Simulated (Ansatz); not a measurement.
# MgI2 (P-3m1): the host for defect calculations

Before any defect goes in: MgI2 (P-3m1) at rest, and how it screens a charge.

Method: plane-wave PAW DFT, PBEsol; relaxation of the host's cell and atoms; PAW set soft_1, in the first sound run; inputs show where later runs differ, in Ansatz 0.2.0.

Report form: the programs' logs are mostly left out.

### Step 1. The structure

Symmetry: P-3m1, No. 164, trigonal system. The conventional cell has a = 4.196 Å, b = 4.196 Å, c = 7.106 Å, α = 90.00°, β = 90.00°, γ = 120.00°. Nearest to Mg lie 6 I at 2.94 Å. Nearest to I lie 3 Mg at 2.94 Å. Farther neighbours and most contacts between anions are not listed.

### Step 2. Host cell relaxation

Cell and atoms are relaxed together, until forces and stress fall under their thresholds.

The input, cell/input.yaml:

```yaml
crystal:
  lattice:
    - [4.1956845, 0.0, 0.0]
    - [-2.0978423, 3.6335694, 0.0]
    - [0.0, 0.0, 7.1057269]
  atoms:
    - { symbol: Mg, position: [0.0, 0.0, 0.0] }
    - { symbol: I, position: [0.33333333, 0.66666667, 0.23407685] }
    - { symbol: I, position: [0.66666667, 0.33333333, 0.76592315] }
basis:
  ecutwfc: 420
  xc_grid: 2
hamiltonian:
  xc: pbesol
  pseudopotentials: { kind: paw, azcp: { folder: soft_1 }, xc_functional: pbe }
kpoints:
  mp_grid: { grid: [8, 8, 4] }
scf:
  occupations: { method: fixed }
  max_iter: 100
relax:
  f_tol: 0.005
  max_steps: 60
  cell: {}
output:
  forces: true
  stress: true
checkpoint:
  write: "../cell.run"
  compress: false
  write_wavefunctions: false
  write_every: 100000
```

Launch:

```sh
> ansatz run input.yaml --threads 5 --pin off --max-ram 65945MiB --backend cpu --events-out ev --progress --plain --runs-dir out
```

The job ended after 4.8 s (5 threads of AMD EPYC 7R13 (Zen 3), shared host; peak memory 0.48 GiB; 20 s of CPU time).

Step by step:

```tsv
step	energy less that of the first step (eV)	largest force component (eV/Å)	pressure (GPa)	volume (Å³)
1	0.0000	0.0772	-0.84	108.33
2	-0.0109	0.0245	-0.17	104.95
3	-0.0112	0.0214	0.04	104.35
4	-0.0113	0.0013	0.01	104.06
5	-0.0114	0.0017	-0.01	104.01
6	-0.0114	0.0005	0.00	103.77
7*	-0.0110	0.0004	0.00	103.77
```

Relaxation steps marked * repeat the geometry before them on a plane-wave basis chosen anew for their cell, so energy and pressure can jump there.

Forces are held to the 12 operations that the run works with; a distortion that breaks them can't arise in this run.

```tsv
conventional cell, symmetrised	before	after	change
a (Å)	4.196	4.130	-1.6 %
b (Å)	4.196	4.130	-1.6 %
c (Å)	7.106	7.026	-1.1 %
volume (Å³/atom)	36.11	34.59	-4.2 %
```

The atoms that moved most (Å, as changes of fractional coordinates times the final cell):

```tsv
atom	dx	dy	dz	length
I2	0.000	0.000	0.024	0.024
I3	0.000	0.000	-0.024	0.024
```

The relaxed structure:

```xyz
3
Lattice="4.1298 0.0000 0.0000 -2.0649 3.5765 0.0000 0.0000 0.0000 7.0257" Properties=species:S:1:pos:R:3 pbc="T T T"
Mg    0.0000    0.0000    0.0000
I     0.0000    2.3843    1.6689
I     2.0649    1.1922    5.3568
```

This step gave:

```
pressure : -0.002762 GPa
```

The relaxation ends with a largest force component of 4.3e-4 eV/Å and a pressure of 0.00 GPa.

### Step 3. Dielectric tensors of the host

The response to a uniform electric field gives the electronic dielectric tensor.

This step: plane-wave PAW DFPT, PBEsol; dielectric tensors, Born charges and zone-centre modes of the host; PAW set soft_1 (Ansatz 0.2.0).

The input, eps/input.yaml:

```yaml
crystal:
  lattice:
    - [4.129786821, 2.84e-08, 0.0]
    - [-2.0648934351, 3.576500285, 0.0]
    - [0.0, 0.0, 7.0256869532]
  atoms:
    - { symbol: Mg, position: [0.0, 0.0, 0.0] }
    - { symbol: I, position: [0.3333333333, 0.6666666667, 0.2375475264] }
    - { symbol: I, position: [0.6666666667, 0.3333333333, 0.7624524736] }
basis:
  ecutwfc: 420
hamiltonian:
  xc: pbesol
  pseudopotentials: { kind: paw, azcp: { folder: soft_1 }, xc_functional: pbe }
kpoints:
  mp_grid: { grid: [7, 7, 4] }
scf:
  occupations: { method: fixed }
  max_iter: 100
phonons:
  method: dfpt
  dielectric: true
  rigid_motions: translations
```

Wall time 38 s (5 threads); peak memory 0.96 GiB.

Electronic dielectric tensor:

```
4.46 0.00 0.00
0.00 4.46 0.00
0.00 0.00 3.81
```

Static dielectric tensor:

```
8.67 0.00 0.00
0.00 8.67 0.00
0.00 0.00 4.48
```

The principal values of the electronic dielectric tensor are 3.81, 4.46 and 4.46. The principal values of the static dielectric tensor are 4.48, 8.67 and 8.67.

### Step 4. Defect free supercell relaxed in its symmetry

This cell, the one that will hold the defects, is built from the relaxed host. Its coarser k-points can move the atoms a little, so it is relaxed from the symmetric sites, as the reference for the test of stability.

This step: plane-wave PAW DFT, PBEsol; relaxation of the defect-free supercell in its symmetry; PAW set soft_1 (Ansatz 0.2.0).

System of this step: MgI2 (P-3m1). The cell holds 54 atoms: 18 Mg and 36 I. Cell: a = 12.389 Å, b = 12.389 Å, c = 14.051 Å, α = 90.0°, β = 90.0°, γ = 120.0°.

The input, pristine.symmetric/input.yaml:

```yaml
crystal:
  lattice:
    - [12.389360463, 8.52e-08, 0.0]
    - [-6.1946803053, 10.7295008549, 0.0]
    - [0.0, 0.0, 14.0513739065]
  atoms:
    - { symbol: Mg, position: [0.0, 0.0, 0.0] }
    - { symbol: I, position: [0.1111111111, 0.2222222222, 0.1187737632] }
    - { symbol: I, position: [0.2222222222, 0.1111111111, 0.3812262368] }
    - { symbol: Mg, position: [0.0, 0.0, 0.5] }
    - { symbol: I, position: [0.1111111111, 0.2222222222, 0.6187737632] }
    - { symbol: I, position: [0.2222222222, 0.1111111111, 0.8812262368] }
    - { symbol: Mg, position: [0.0, 0.3333333333, 0.0] }
    - { symbol: I, position: [0.1111111111, 0.5555555556, 0.1187737632] }
    - { symbol: I, position: [0.2222222222, 0.4444444444, 0.3812262368] }
    - { symbol: Mg, position: [0.0, 0.3333333333, 0.5] }
    - { symbol: I, position: [0.1111111111, 0.5555555556, 0.6187737632] }
    - { symbol: I, position: [0.2222222222, 0.4444444444, 0.8812262368] }
    - { symbol: Mg, position: [0.0, 0.6666666667, 0.0] }
    - { symbol: I, position: [0.1111111111, 0.8888888889, 0.1187737632] }
    - { symbol: I, position: [0.2222222222, 0.7777777778, 0.3812262368] }
    - { symbol: Mg, position: [0.0, 0.6666666667, 0.5] }
    - { symbol: I, position: [0.1111111111, 0.8888888889, 0.6187737632] }
    - { symbol: I, position: [0.2222222222, 0.7777777778, 0.8812262368] }
    - { symbol: Mg, position: [0.3333333333, 0.0, 0.0] }
    - { symbol: I, position: [0.4444444444, 0.2222222222, 0.1187737632] }
    - { symbol: I, position: [0.5555555556, 0.1111111111, 0.3812262368] }
    - { symbol: Mg, position: [0.3333333333, 0.0, 0.5] }
    - { symbol: I, position: [0.4444444444, 0.2222222222, 0.6187737632] }
    - { symbol: I, position: [0.5555555556, 0.1111111111, 0.8812262368] }
    - { symbol: Mg, position: [0.3333333333, 0.3333333333, 0.0] }
    - { symbol: I, position: [0.4444444444, 0.5555555556, 0.1187737632] }
    - { symbol: I, position: [0.5555555556, 0.4444444444, 0.3812262368] }
    - { symbol: Mg, position: [0.3333333333, 0.3333333333, 0.5] }
    - { symbol: I, position: [0.4444444444, 0.5555555556, 0.6187737632] }
    - { symbol: I, position: [0.5555555556, 0.4444444444, 0.8812262368] }
    - { symbol: Mg, position: [0.3333333333, 0.6666666667, 0.0] }
    - { symbol: I, position: [0.4444444444, 0.8888888889, 0.1187737632] }
    - { symbol: I, position: [0.5555555556, 0.7777777778, 0.3812262368] }
    - { symbol: Mg, position: [0.3333333333, 0.6666666667, 0.5] }
    - { symbol: I, position: [0.4444444444, 0.8888888889, 0.6187737632] }
    - { symbol: I, position: [0.5555555556, 0.7777777778, 0.8812262368] }
    - { symbol: Mg, position: [0.6666666667, 0.0, 0.0] }
    - { symbol: I, position: [0.7777777778, 0.2222222222, 0.1187737632] }
    - { symbol: I, position: [0.8888888889, 0.1111111111, 0.3812262368] }
    - { symbol: Mg, position: [0.6666666667, 0.0, 0.5] }
    - { symbol: I, position: [0.7777777778, 0.2222222222, 0.6187737632] }
    - { symbol: I, position: [0.8888888889, 0.1111111111, 0.8812262368] }
    - { symbol: Mg, position: [0.6666666667, 0.3333333333, 0.0] }
    - { symbol: I, position: [0.7777777778, 0.5555555556, 0.1187737632] }
    - { symbol: I, position: [0.8888888889, 0.4444444444, 0.3812262368] }
    - { symbol: Mg, position: [0.6666666667, 0.3333333333, 0.5] }
    - { symbol: I, position: [0.7777777778, 0.5555555556, 0.6187737632] }
    - { symbol: I, position: [0.8888888889, 0.4444444444, 0.8812262368] }
    - { symbol: Mg, position: [0.6666666667, 0.6666666667, 0.0] }
    - { symbol: I, position: [0.7777777778, 0.8888888889, 0.1187737632] }
    - { symbol: I, position: [0.8888888889, 0.7777777778, 0.3812262368] }
    - { symbol: Mg, position: [0.6666666667, 0.6666666667, 0.5] }
    - { symbol: I, position: [0.7777777778, 0.8888888889, 0.6187737632] }
    - { symbol: I, position: [0.8888888889, 0.7777777778, 0.8812262368] }
basis:
  ecutwfc: 420
  xc_grid: 2
hamiltonian:
  xc: pbesol
  pseudopotentials: { kind: paw, azcp: { folder: soft_1 }, xc_functional: pbe }
kpoints:
  mp_grid: { grid: [1, 1, 1] }
scf:
  occupations: { method: fermi_dirac, width: 0.01 }
  max_iter: 100
  lower_state_search: "off"
output:
  forces: true
relax:
  f_tol: 0.015
  max_steps: 60
  escape_saddle: false
checkpoint:
  write: "../pristine.symmetric.run"
  compress: false
  write_wavefunctions: false
  write_every: 100000
```

Launch:

```sh
> ansatz run input.yaml --threads 5 --pin off --max-ram 65945MiB --backend cuda --events-out ev --progress --plain --runs-dir out
```

It took 3.2 s on 1 × NVIDIA H100 80GB HBM3 with 5 threads; peak memory 1.3 GiB.

Step by step:

```tsv
step	energy less that of the first step (eV)	largest force component (eV/Å)
1	0.0000	0.0319
2	-0.0021	0.0213
3	-0.0037	0.0002
```

The run keeps the 216 symmetry operations that it works with, so distortions that break them were not tested.

From the first step to the last the energy fell by 0.004 eV, and the largest move was 0.006 Å (I6 and 35 other atoms alike).

### Step 5. Defect free supercell relaxed from displaced atoms

This step: plane-wave PAW DFT, PBEsol; relaxation of the defect-free supercell from random displacements, a test of the host's stability; PAW set soft_1 (Ansatz 0.2.0).

pristine.rattled/input.yaml, as its differences from pristine.symmetric/input.yaml of step 4:

```diff
@@ -76,6 +76,6 @@
   f_tol: 0.015
-  max_steps: 60
-  escape_saddle: false
+  max_steps: 120
+  random_displacement: { amplitude: 0.06, seed: 2059 }
 checkpoint:
-  write: "../pristine.symmetric.run"
+  write: "../pristine.rattled.run"
   compress: false
```

The job ended after 3.6 s (1 × NVIDIA H100 80GB HBM3 with 5 threads; peak memory 1.3 GiB).

Relaxation path:

```tsv
step	energy less that of the first step (eV)	largest force component (eV/Å)
1	0.0000	0.3009
2	-0.1642	0.1632
3	-0.2793	0.0065
4	-0.2793	0.0065
```

The atoms that moved most (Å, from the sites as typed, ahead of the random displacement, the mean shift of all atoms taken out):

```tsv
atom	dx	dy	dz	length
I14	-0.002	0.005	-0.014	0.015
I32	-0.008	-0.003	-0.010	0.013
I21	0.009	0.002	0.009	0.013
I9	0.004	-0.001	0.012	0.012
I45	0.003	0.001	0.011	0.011
I39	0.006	0.000	0.009	0.011
I42	-0.007	0.001	0.008	0.011
I44	-0.003	0.004	-0.009	0.011
```

The relaxation ends 5.2 meV an atom lower than the displaced start, with a largest force component of 0.0065 eV/Å.

### Step 6. Host on a dense mesh

This step: plane-wave PAW DFT, PBEsol; single point of the defect-free host, a test of the k-point sampling; PAW set soft_1 (Ansatz 0.2.0).

System of this step: MgI2 (P-3m1). The structure is trigonal, space group P-3m1 (No. 164). The conventional cell has a = 4.130 Å, b = 4.130 Å, c = 7.026 Å, α = 90.00°, β = 90.00°, γ = 120.00°. Mg has 6 I at 2.91 Å nearest. I has 3 Mg at 2.91 Å nearest. Farther neighbours and most contacts between anions are not listed.

The input, dense/input.yaml:

```yaml
crystal:
  lattice:
    - [4.129786821, 2.84e-08, 0.0]
    - [-2.0648934351, 3.576500285, 0.0]
    - [0.0, 0.0, 7.0256869532]
  atoms:
    - { symbol: Mg, position: [0.0, 0.0, 0.0] }
    - { symbol: I, position: [0.3333333333, 0.6666666667, 0.2375475264] }
    - { symbol: I, position: [0.6666666667, 0.3333333333, 0.7624524736] }
basis:
  ecutwfc: 420
  xc_grid: 2
hamiltonian:
  xc: pbesol
  pseudopotentials: { kind: paw, azcp: { folder: soft_1 }, xc_functional: pbe }
kpoints:
  mp_grid: { grid: [8, 8, 4] }
scf:
  occupations: { method: fermi_dirac, width: 0.01 }
  max_iter: 100
  lower_state_search: "off"
checkpoint:
  write: "../dense.run"
  compress: false
  write_wavefunctions: false
  write_every: 100000
```

Launch:

```sh
> ansatz run input.yaml --threads 5 --pin off --max-ram 65945MiB --backend cpu --events-out ev --progress --plain --runs-dir out
```

Wall time 0.74 s (5 threads); peak memory 0.43 GiB.

### Step 7. Defect free supercell at the zone centre

The supercell is run at the zone centre, to see how far that sampling misses the dense mesh.

System of this step: MgI2 (P-3m1). The cell holds 54 atoms: 18 Mg and 36 I. Cell: a = 12.389 Å, b = 12.389 Å, c = 14.051 Å, α = 90.0°, β = 90.0°, γ = 120.0°.

pristine.sampling_gamma/input.yaml, as its differences from pristine.rattled/input.yaml of step 5:

```diff
@@ -72,10 +72,4 @@
   lower_state_search: "off"
-output:
-  forces: true
-relax:
-  f_tol: 0.015
-  max_steps: 120
-  random_displacement: { amplitude: 0.06, seed: 2059 }
 checkpoint:
-  write: "../pristine.rattled.run"
+  write: "../pristine.sampling_gamma.run"
   compress: false
```

Launch:

```sh
> ansatz run input.yaml --threads 5 --pin off --max-ram 65945MiB --backend cuda --events-out ev --progress --plain --runs-dir out
```

Wall time 1.9 s (1 × NVIDIA H100 80GB HBM3 with 5 threads); peak memory 1.2 GiB; 2.6 s of CPU time.

### Step 8. Defect free supercell at the quarter point

The supercell is run at one point off the zone centre, to see how far that sampling misses the dense mesh.

pristine.sampling_quarter/input.yaml, as its differences from pristine.sampling_gamma/input.yaml of step 7:

```diff
@@ -67,3 +67,3 @@
 kpoints:
-  mp_grid: { grid: [1, 1, 1] }
+  mp_grid: { grid: [1, 1, 1], shift: [0.25, 0.25, 0.25] }
 scf:
@@ -73,3 +73,3 @@
 checkpoint:
-  write: "../pristine.sampling_gamma.run"
+  write: "../pristine.sampling_quarter.run"
   compress: false
```

Elapsed: 1.9 s, on 1 × NVIDIA H100 80GB HBM3 with 5 threads; peak memory 1.3 GiB.

### Step 9. What came out

- primitive cell vectors, lengths: 4.130, 4.130, 7.026 Å
- electronic dielectric constant: principal values (3.81, 4.46, 4.46)
- static dielectric constant: principal values (4.48, 8.67, 8.67)
- gap on the k-mesh of the response run (PBEsol): 3.58 eV
- supercell relaxed in its symmetry less the displaced and relaxed one: 0.000 eV
- energy an atom at the zone centre alone less that on the dense mesh: 0.050 eV
- energy an atom at one point at (¼, ¼, ¼) less that on the dense mesh: -0.016 eV

**Reading.** Step 5: The energy fell by 0.279 eV from the randomly displaced start; against the sites as typed, I14 ends farthest off, by 0.01 Å, once the mean shift is taken out. The displaced cell ends within 0.01 eV of the symmetric one relaxed in its symmetry, so no lower structure shows in this supercell. The k-mesh can miss the band edges, so this gap is an upper bound at this level. All at zero temperature.

[Logs are printed without paths, hosts, clocks, repeated set-up lines and the standing remarks that a program may print on its own settings, such as how far it seeks lower states.]

[Hosts, paths, dates, database ids (printed as entryN), source tags and the programs' standing remarks are cut or masked in the printed files.]

[Runs of the host that timed out are not shown.]

[For some hosts the program warned that the k-mesh of the response run may be too coarse for force constants and the static dielectric constant; such warnings are not always shown.]
